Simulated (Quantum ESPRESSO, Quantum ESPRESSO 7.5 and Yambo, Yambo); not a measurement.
**BaTiO3 (P4mm): G0W0 with Yambo, start to end**

Aim: the G0W0 gap of BaTiO3 (P4mm) on PBE, step by step.

Program: Quantum ESPRESSO 7.5 and Yambo 5.3.0. Level of theory: PBE and many-body steps on it, plane waves. Results are calculated unless marked as measured.

The database entry behind the starting cell differs from later determinations by our own check (c/a about 0.6 % short), so it need not match the best structure at ambient conditions.

### 1. The structure

Symmetry: P4mm, No. 99, tetragonal system. Conventional cell: a = 4.000 Å, b = 4.000 Å, c = 4.018 Å, α = 90.00°, β = 90.00°, γ = 90.00°. Nearest to Ba lie 12 O at 2.79 to 2.88 Å. Nearest to Ti lie 6 O at 1.85 to 2.17 Å. Nearest to O lie 2 Ti at 1.85 to 2.17 Å and 4 Ba at 2.83 Å. O has 2 Ti at 2.00 Å and 4 Ba at 2.79 to 2.88 Å nearest. Farther neighbours and most contacts between anions are not listed.

Geometry: measured (diffraction); atoms relaxed with PBE. The runs that relaxed it are not among those shown. Spin-orbit coupling is left out unless a step names it.

### 2. Ground state

This step: Quantum ESPRESSO 7.5; DFT, PBE, plane waves, norm-conserving pseudopotentials.

The ground-state density comes first.

Contents of pw.in:

```
&control
  calculation = 'scf'
  prefix = 'x'
  outdir = 'o'
  pseudo_dir = 'pseudo'
/
&system
  ibrav = 0
  nat = 5
  ntyp = 3
  ecutwfc = 76.0
  nbnd = 26
  force_symmorphic = .true.
/
&electrons
  conv_thr = 1e-10
  electron_maxstep = 80
  mixing_beta = 0.5
/
ATOMIC_SPECIES
  Ba 137.33 Ba.upf
  Ti 47.867 Ti.upf
  O 15.999 O.upf
CELL_PARAMETERS angstrom
  3.9998000000 0.0000000000 0.0000000000
  0.0000000000 3.9998000000 0.0000000000
  0.0000000000 0.0000000000 4.0180000000
ATOMIC_POSITIONS crystal
  Ba 0.0000000000 0.0000000000 0.0007199741
  Ti 0.5000000000 0.5000000000 0.4856287386
  O 0.5000000000 0.5000000000 0.0253431139
  O 0.5000000000 0.0000000000 0.5156540867
  O 0.0000000000 0.5000000000 0.5156540867
K_POINTS automatic
  6 6 6 0 0 0
```

Run with:

```console
$ OMP_NUM_THREADS=1 mpirun -n 4 pw.x -nk 4 -in pw.in > pw.out
```

The log of the run:

```text
Program PWSCF v.7.5 starts

     This program is part of the open-source Quantum ESPRESSO suite
     for quantum simulation of materials; please cite
         "P. Giannozzi et al., J. Phys.:Condens. Matter 21 395502 (2009);
         "P. Giannozzi et al., J. Phys.:Condens. Matter 29 465901 (2017);
         "P. Giannozzi et al., J. Chem. Phys. 152 154105 (2020);
     in publications or presentations arising from this work. More details at
     Message from routine setup:
     using ibrav=0 with symmetry is DISCOURAGED, use correct ibrav instead

     G-vector sticks info

     bravais-lattice index     =            0
     lattice parameter (alat)  =       7.5585  a.u.
     unit-cell volume          =     433.7935 (a.u.)^3
     number of atoms/cell      =            5
     number of atomic types    =            3
     number of electrons       =        40.00
     number of Kohn-Sham states=           26
     kinetic-energy cutoff     =      76.0000  Ry
     charge density cutoff     =     304.0000  Ry
     scf convergence threshold =      1.0E-10
     mixing beta               =       0.5000
     number of iterations used =            8  plain     mixing
     Exchange-correlation= PBE
                           (   1   4   3   4   0   0   0)

     celldm(1)=   7.558527  celldm(2)=   0.000000  celldm(3)=   0.000000
     celldm(4)=   0.000000  celldm(5)=   0.000000  celldm(6)=   0.000000

     crystal axes: (cart. coord. in units of alat)
               a(1) = (   1.000000   0.000000   0.000000 )
               a(2) = (   0.000000   1.000000   0.000000 )
               a(3) = (   0.000000   0.000000   1.004550 )

     reciprocal axes: (cart. coord. in units 2 pi/alat)
               b(1) = (  1.000000  0.000000  0.000000 )
               b(2) = (  0.000000  1.000000  0.000000 )
               b(3) = (  0.000000  0.000000  0.995470 )
     Pseudo is Norm-conserving + core correction, Zval = 10.0
     Generated using ONCVPSP code by D. R. Hamann
     Using radial grid of 1958 points,  6 beta functions with:
     Pseudo is Norm-conserving + core correction, Zval = 12.0
     Generated using ONCVPSP code by D. R. Hamann
     Using radial grid of 1586 points,  6 beta functions with:
     Pseudo is Norm-conserving + core correction, Zval =  6.0
     Generated using ONCVPSP code by D. R. Hamann
     Using radial grid of  936 points,  5 beta functions with:
     Ba               10.00   137.33000     Ba( 1.00)
     Ti               12.00    47.86700     Ti( 1.00)
     O                 6.00    15.99900     O ( 1.00)

      8 Sym. Ops. (no inversion) found

   Cartesian axes

     site n.     atom                  positions (alat units)
         1        Ba     tau(   1) = (   0.0000000   0.0000000   0.0007233  )
         2        Ti     tau(   2) = (   0.5000000   0.5000000   0.4878385  )
         3        O      tau(   3) = (   0.5000000   0.5000000   0.0254584  )
         4        O      tau(   4) = (   0.5000000   0.0000000   0.5180004  )
         5        O      tau(   5) = (   0.0000000   0.5000000   0.5180004  )

     number of k points=    40
                       cart. coord. in units 2pi/alat
        k(    1) = (   0.0000000   0.0000000   0.0000000), wk =   0.0092593
        k(    2) = (   0.0000000   0.0000000   0.1659117), wk =   0.0185185
        k(    3) = (   0.0000000   0.0000000   0.3318235), wk =   0.0185185
        k(    4) = (   0.0000000   0.0000000  -0.4977352), wk =   0.0092593
        k(    5) = (   0.0000000   0.1666667   0.0000000), wk =   0.0370370
        k(    6) = (   0.0000000   0.1666667   0.1659117), wk =   0.0740741
        k(    7) = (   0.0000000   0.1666667   0.3318235), wk =   0.0740741
        k(    8) = (   0.0000000   0.1666667  -0.4977352), wk =   0.0370370
        k(    9) = (   0.0000000   0.3333333   0.0000000), wk =   0.0370370
        k(   10) = (   0.0000000   0.3333333   0.1659117), wk =   0.0740741
     [... 28 further rows ...]
        k(   39) = (  -0.5000000  -0.5000000   0.3318235), wk =   0.0185185
        k(   40) = (  -0.5000000  -0.5000000  -0.4977352), wk =   0.0092593

     Dense  grid:    38811 G-vectors     FFT dimensions: (  45,  45,  45)

     Initial potential from superposition of free atoms

     starting charge      39.9818, renormalised to      40.0000
     Starting wfcs are   27 randomized atomic wfcs

     per-process dynamical memory:    49.1 Mb

     Self-consistent Calculation

     iteration #  1     ecut=    76.00 Ry     beta= 0.50

     total energy              =    -273.98032554 Ry
     estimated scf accuracy    <       1.91638210 Ry

     iteration #  2     ecut=    76.00 Ry     beta= 0.50

     total energy              =    -273.50386336 Ry
     estimated scf accuracy    <       6.50968016 Ry

     iteration #  3     ecut=    76.00 Ry     beta= 0.50

     total energy              =    -274.78934442 Ry
     estimated scf accuracy    <       0.33230240 Ry

     iteration #  4     ecut=    76.00 Ry     beta= 0.50

     total energy              =    -274.73644867 Ry
     estimated scf accuracy    <       0.14219338 Ry

     iteration #  5     ecut=    76.00 Ry     beta= 0.50

     total energy              =    -274.77301103 Ry
     estimated scf accuracy    <       0.01739636 Ry

     iteration #  6     ecut=    76.00 Ry     beta= 0.50

     total energy              =    -274.77155262 Ry
     estimated scf accuracy    <       0.00695242 Ry

     iteration #  7     ecut=    76.00 Ry     beta= 0.50

     total energy              =    -274.77220460 Ry
     estimated scf accuracy    <       0.00021973 Ry

     iteration #  8     ecut=    76.00 Ry     beta= 0.50

     total energy              =    -274.77229251 Ry
     estimated scf accuracy    <       0.00014479 Ry

     iteration #  9     ecut=    76.00 Ry     beta= 0.50

     total energy              =    -274.77228744 Ry
     estimated scf accuracy    <       0.00003202 Ry

     iteration # 10     ecut=    76.00 Ry     beta= 0.50

     total energy              =    -274.77229307 Ry
     estimated scf accuracy    <       0.00000012 Ry

     iteration # 11     ecut=    76.00 Ry     beta= 0.50

     total energy              =    -274.77229313 Ry
     estimated scf accuracy    <       0.00000002 Ry

     iteration # 12     ecut=    76.00 Ry     beta= 0.50

     total energy              =    -274.77229313 Ry
     estimated scf accuracy    <          4.7E-09 Ry

     iteration # 13     ecut=    76.00 Ry     beta= 0.50

     total energy              =    -274.77229313 Ry
     estimated scf accuracy    <          1.3E-10 Ry

     iteration # 14     ecut=    76.00 Ry     beta= 0.50

     End of self-consistent calculation

          k = 0.0000 0.0000 0.0000 (  4929 PWs)   bands (ev):

   -46.0800 -22.3758 -22.3131 -22.3131 -14.4232  -6.4520  -5.8243  -5.7142
     0.4096   0.4096   0.4207   8.0705   8.0945   8.0945   9.0796   9.0796
     9.2764  10.0332  10.0862  10.0862  12.2714  12.5874  12.5874  14.5046
    14.6920  15.4288

          k = 0.0000 0.0000 0.1659 (  4865 PWs)   bands (ev):

   -46.0798 -22.3885 -22.3126 -22.3126 -14.3952  -6.4493  -5.8231  -5.7059
     0.4479   0.4479   0.5294   7.6085   8.0178   8.0178   8.8181   8.8181
     9.0519   9.5288   9.9893   9.9893  12.3082  13.0028  13.0028  14.5035
    15.3019  15.9192

          k = 0.0000 0.0000 0.3318 (  4857 PWs)   bands (ev):

   -46.0793 -22.4138 -22.3116 -22.3116 -14.3382  -6.5478  -5.6974  -5.6890
     0.5274   0.5274   0.7436   6.7350   7.7900   7.7900   8.4864   8.4864
     8.6632   8.8001   9.8061   9.8061  12.3842  13.7417  13.7417  14.5043
    16.2053  17.2198

          k = 0.0000 0.0000-0.4977 (  4878 PWs)   bands (ev):

     [... further k-points ...]

     highest occupied, lowest unoccupied level (ev):    10.4265   12.2714

!    total energy              =    -274.77229313 Ry
     estimated scf accuracy    <          5.1E-12 Ry

     The total energy is the sum of the following terms:
     one-electron contribution =     -71.79380112 Ry
     hartree contribution      =      59.93795220 Ry
     xc contribution           =     -56.12026619 Ry
     ewald contribution        =    -206.79617803 Ry

     convergence has been achieved in  14 iterations

     XML data file, charge density, pseudopotentials, collected wavefunctions

=------------------------------------------------------------------------------=
   JOB DONE.
=------------------------------------------------------------------------------=
```

Elapsed: 28 s, on 4 MPI ranks of Arm Neoverse V1, shared host; peak memory 0.37 GiB; 1.9 min of CPU time.

Numbers from this step:

```yaml
total_energy: -3738.4675 eV
gap: 1.845 eV
k_of_the_valence_top: -0.5, -0.5, -0.5
k_of_the_conduction_bottom: 0, 0, 0
least_direct_gap: 2.185 eV
```

The gap is indirect, with the least direct gap 0.34 eV higher.

### 3. Bands along the symmetry lines

The cheap functional maps the bands first; the places of the edges decide which points the dearer methods must see.

Contents of pw.in:

```
&control
  calculation = 'bands'
  prefix = 'x'
  outdir = 'o'
  pseudo_dir = 'pseudo'
/
&system
  ibrav = 0
  nat = 5
  ntyp = 3
  ecutwfc = 76.0
  nbnd = 26
  force_symmorphic = .true.
/
&electrons
  conv_thr = 1e-9
  electron_maxstep = 80
  diago_full_acc = .true.
  diago_thr_init = 5e-6
/
ATOMIC_SPECIES
  Ba 137.33 Ba.upf
  Ti 47.867 Ti.upf
  O 15.999 O.upf
CELL_PARAMETERS angstrom
  3.9998000000 0.0000000000 0.0000000000
  0.0000000000 3.9998000000 0.0000000000
  0.0000000000 0.0000000000 4.0180000000
ATOMIC_POSITIONS crystal
  Ba 0.0000000000 0.0000000000 0.0007199741
  Ti 0.5000000000 0.5000000000 0.4856287386
  O 0.5000000000 0.5000000000 0.0253431139
  O 0.5000000000 0.0000000000 0.5156540867
  O 0.0000000000 0.5000000000 0.5156540867
K_POINTS crystal
  75
  0.00000000 0.00000000 0.00000000 1
  0.00000000 0.06250000 0.00000000 1
  0.00000000 0.12500000 0.00000000 1
  0.00000000 0.18750000 0.00000000 1
  0.00000000 0.25000000 0.00000000 1
  0.00000000 0.31250000 0.00000000 1
  0.00000000 0.37500000 0.00000000 1
  0.00000000 0.43750000 0.00000000 1
  0.00000000 0.50000000 0.00000000 1
  0.06250000 0.50000000 0.00000000 1
  0.12500000 0.50000000 0.00000000 1
  0.18750000 0.50000000 0.00000000 1
  0.25000000 0.50000000 0.00000000 1
  0.31250000 0.50000000 0.00000000 1
  0.37500000 0.50000000 0.00000000 1
  0.43750000 0.50000000 0.00000000 1
  0.50000000 0.50000000 0.00000000 1
  0.43750000 0.43750000 0.00000000 1
  0.37500000 0.37500000 0.00000000 1
  0.31250000 0.31250000 0.00000000 1
  0.25000000 0.25000000 0.00000000 1
  0.18750000 0.18750000 0.00000000 1
  0.12500000 0.12500000 0.00000000 1
  0.06250000 0.06250000 0.00000000 1
  0.00000000 0.00000000 0.00000000 1
  0.00000000 0.00000000 0.06250000 1
  0.00000000 0.00000000 0.12500000 1
  0.00000000 0.00000000 0.18750000 1
  0.00000000 0.00000000 0.25000000 1
  0.00000000 0.00000000 0.31250000 1
  0.00000000 0.00000000 0.37500000 1
  0.00000000 0.00000000 0.43750000 1
  0.00000000 0.00000000 0.50000000 1
  0.00000000 0.06250000 0.50000000 1
  0.00000000 0.12500000 0.50000000 1
  0.00000000 0.18750000 0.50000000 1
  0.00000000 0.25000000 0.50000000 1
  0.00000000 0.31250000 0.50000000 1
  0.00000000 0.37500000 0.50000000 1
  0.00000000 0.43750000 0.50000000 1
  0.00000000 0.50000000 0.50000000 1
  0.06250000 0.50000000 0.50000000 1
  0.12500000 0.50000000 0.50000000 1
  0.18750000 0.50000000 0.50000000 1
  0.25000000 0.50000000 0.50000000 1
  0.31250000 0.50000000 0.50000000 1
  0.37500000 0.50000000 0.50000000 1
  0.43750000 0.50000000 0.50000000 1
  0.50000000 0.50000000 0.50000000 1
  0.43750000 0.43750000 0.50000000 1
  0.37500000 0.37500000 0.50000000 1
  0.31250000 0.31250000 0.50000000 1
  0.25000000 0.25000000 0.50000000 1
  0.18750000 0.18750000 0.50000000 1
  0.12500000 0.12500000 0.50000000 1
  0.06250000 0.06250000 0.50000000 1
  0.00000000 0.00000000 0.50000000 1
  0.00000000 0.50000000 0.00000000 1
  0.00000000 0.50000000 0.06250000 1
  0.00000000 0.50000000 0.12500000 1
  0.00000000 0.50000000 0.18750000 1
  0.00000000 0.50000000 0.25000000 1
  0.00000000 0.50000000 0.31250000 1
  0.00000000 0.50000000 0.37500000 1
  0.00000000 0.50000000 0.43750000 1
  0.00000000 0.50000000 0.50000000 1
  0.50000000 0.50000000 0.00000000 1
  0.50000000 0.50000000 0.06250000 1
  0.50000000 0.50000000 0.12500000 1
  0.50000000 0.50000000 0.18750000 1
  0.50000000 0.50000000 0.25000000 1
  0.50000000 0.50000000 0.31250000 1
  0.50000000 0.50000000 0.37500000 1
  0.50000000 0.50000000 0.43750000 1
  0.50000000 0.50000000 0.50000000 1
```

The log of the run:

```text
[banner, memory and clock lines left out]
Program PWSCF v.7.5 starts

     Atomic positions and unit cell read from directory:
     o/x.save/

     Message from routine setup:
     using ibrav=0 with symmetry is DISCOURAGED, use correct ibrav instead

     G-vector sticks info

     bravais-lattice index     =            0
     lattice parameter (alat)  =       7.5585  a.u.
     unit-cell volume          =     433.7935 (a.u.)^3
     number of atoms/cell      =            5
     number of atomic types    =            3
     number of electrons       =        40.00
     number of Kohn-Sham states=           26
     kinetic-energy cutoff     =      76.0000  Ry
     charge density cutoff     =     304.0000  Ry
     Exchange-correlation= PBE
                           (   1   4   3   4   0   0   0)

     celldm(1)=   7.558527  celldm(2)=   0.000000  celldm(3)=   0.000000
     celldm(4)=   0.000000  celldm(5)=   0.000000  celldm(6)=   0.000000

     crystal axes: (cart. coord. in units of alat)
               a(1) = (   1.000000   0.000000   0.000000 )
               a(2) = (   0.000000   1.000000   0.000000 )
               a(3) = (   0.000000   0.000000   1.004550 )

     reciprocal axes: (cart. coord. in units 2 pi/alat)
               b(1) = (  1.000000  0.000000  0.000000 )
               b(2) = (  0.000000  1.000000  0.000000 )
               b(3) = (  0.000000  0.000000  0.995470 )
     Pseudo is Norm-conserving + core correction, Zval = 10.0
     Generated using ONCVPSP code by D. R. Hamann
     Using radial grid of 1958 points,  6 beta functions with:
     Pseudo is Norm-conserving + core correction, Zval = 12.0
     Generated using ONCVPSP code by D. R. Hamann
     Using radial grid of 1586 points,  6 beta functions with:
     Pseudo is Norm-conserving + core correction, Zval =  6.0
     Generated using ONCVPSP code by D. R. Hamann
     Using radial grid of  936 points,  5 beta functions with:
     Ba               10.00   137.33000     Ba( 1.00)
     Ti               12.00    47.86700     Ti( 1.00)
     O                 6.00    15.99900     O ( 1.00)

      8 Sym. Ops. (no inversion) found

   Cartesian axes

     site n.     atom                  positions (alat units)
         1        Ba     tau(   1) = (   0.0000000   0.0000000   0.0007233  )
         2        Ti     tau(   2) = (   0.5000000   0.5000000   0.4878385  )
         3        O      tau(   3) = (   0.5000000   0.5000000   0.0254584  )
         4        O      tau(   4) = (   0.5000000   0.0000000   0.5180004  )
         5        O      tau(   5) = (   0.0000000   0.5000000   0.5180004  )

     number of k points=    75
                       cart. coord. in units 2pi/alat
        k(    1) = (   0.0000000   0.0000000   0.0000000), wk =   0.0266667
        k(    2) = (   0.0000000   0.0625000   0.0000000), wk =   0.0266667
        k(    3) = (   0.0000000   0.1250000   0.0000000), wk =   0.0266667
[...]
[... 63 further rows ...]
        k(   74) = (   0.5000000   0.5000000   0.4355183), wk =   0.0266667
        k(   75) = (   0.5000000   0.5000000   0.4977352), wk =   0.0266667

     Dense  grid:    38811 G-vectors     FFT dimensions: (  45,  45,  45)

     The potential is recalculated from file :
     o/x.save/charge-density

     Starting wfcs are   27 randomized atomic wfcs

     Band Structure Calculation

     End of band structure calculation

          k = 0.0000 0.0000 0.0000 (  4929 PWs)   bands (ev):

   -46.0800 -22.3758 -22.3130 -22.3130 -14.4232  -6.4520  -5.8243  -5.7142
     0.4096   0.4096   0.4207   8.0705   8.0945   8.0945   9.0796   9.0796
     9.2765  10.0333  10.0863  10.0863  12.2715  12.5874  12.5874  14.5046
    14.6921  15.4290

          k = 0.0000 0.0625 0.0000 (  4885 PWs)   bands (ev):

[...]
14.7391  15.5077

          k = 0.0000 0.1250 0.0000 (  4865 PWs)   bands (ev):

[...]
14.9889  15.7268

[...]
k = 0.5000 0.5000 0.4355 (  4804 PWs)   bands (ev):

[...]
17.2641  18.1096

          k = 0.5000 0.5000 0.4977 (  4800 PWs)   bands (ev):

[...]
-0.3027  -0.3027  -0.2642   5.9458   6.5644   6.6508   7.9432   7.9432
     8.0334  10.2872  10.2872  10.4265  14.6558  14.6784  14.6784  16.9383
    17.1675  17.1676

     XML data file, pseudopotentials, collected wavefunctions
```

Run time: 13 s. Hardware: 4 MPI ranks; peak memory 0.27 GiB.

This step gave:

```
gap                        : 1.845 eV
k of the valence top       : 0.5, 0.5, 0.5
k of the conduction bottom : 0, 0, 0
least direct gap           : 2.185 eV
```

The gap is 1.845 eV, as in the run before at this level.

The electronic bands at the labelled points (eV, zero at the top of the highest filled band):

```
    point  band 17  band 18  band 19  band 20  band 21  band 22  band 23  band 24
        Γ    -1.15    -0.39    -0.34    -0.34     1.84     2.16     2.16     4.08
  halfway    -1.51    -1.24    -0.76    -0.63     2.21     2.79     2.83     4.21
        X    -1.82    -1.66    -1.05    -0.92     2.28     3.55     3.61     4.19
  halfway    -1.63    -1.49    -1.09    -0.50     2.88     3.62     3.70     4.75
        M    -1.81    -1.04    -1.04    -0.07     3.63     3.63     4.00     4.78
  halfway    -1.87    -1.15    -0.92    -0.50     2.74     2.96     3.15     4.73
        Γ    -1.15    -0.39    -0.34    -0.34     1.84     2.16     2.16     4.08
  halfway    -1.58    -1.29    -0.53    -0.53     1.92     2.96     2.96     4.08
        Z    -1.94    -1.92    -0.70    -0.70     2.00     3.66     3.66     4.08
  halfway    -1.41    -1.29    -1.09    -0.63     2.85     3.67     3.72     4.74
        R    -1.74    -0.90    -0.88    -0.21     3.58     3.68     4.01     4.92
  halfway    -2.46    -0.59    -0.52    -0.17     3.88     3.91     4.13     6.24
        A    -2.39    -0.14    -0.14     0.00     4.23     4.25     4.25     6.51
  halfway    -2.15    -0.88    -0.69    -0.62     3.34     3.80     3.83     5.95
        Z    -1.94    -1.92    -0.70    -0.70     2.00     3.66     3.66     4.08
jump to X    -1.82    -1.66    -1.05    -0.92     2.28     3.55     3.61     4.19
  halfway    -1.45    -1.39    -1.18    -0.60     3.01     3.57     3.73     4.77
        R    -1.74    -0.90    -0.88    -0.21     3.58     3.68     4.01     4.92
jump to M    -1.81    -1.04    -1.04    -0.07     3.63     3.63     4.00     4.78
  halfway    -2.55    -0.68    -0.68    -0.04     3.92     3.92     4.11     6.09
        A    -2.39    -0.14    -0.14     0.00     4.23     4.25     4.25     6.51
```

(Continued in part 2 of 3.)

[Paths, hosts, dates, memory and timing lines, banners, echoed tables and standing remarks are left out of the program output.]

[Logs are printed without paths, hosts, clocks, repeated set-up lines and the standing remarks that a program may print on its own settings, such as how far it seeks lower states.]

[Runs of the session that timed out or met a known fault of the program may be left out.]

[Hosts, paths, dates, database ids (printed as entryN), source tags and the programs' standing remarks are cut or masked in the printed files.]
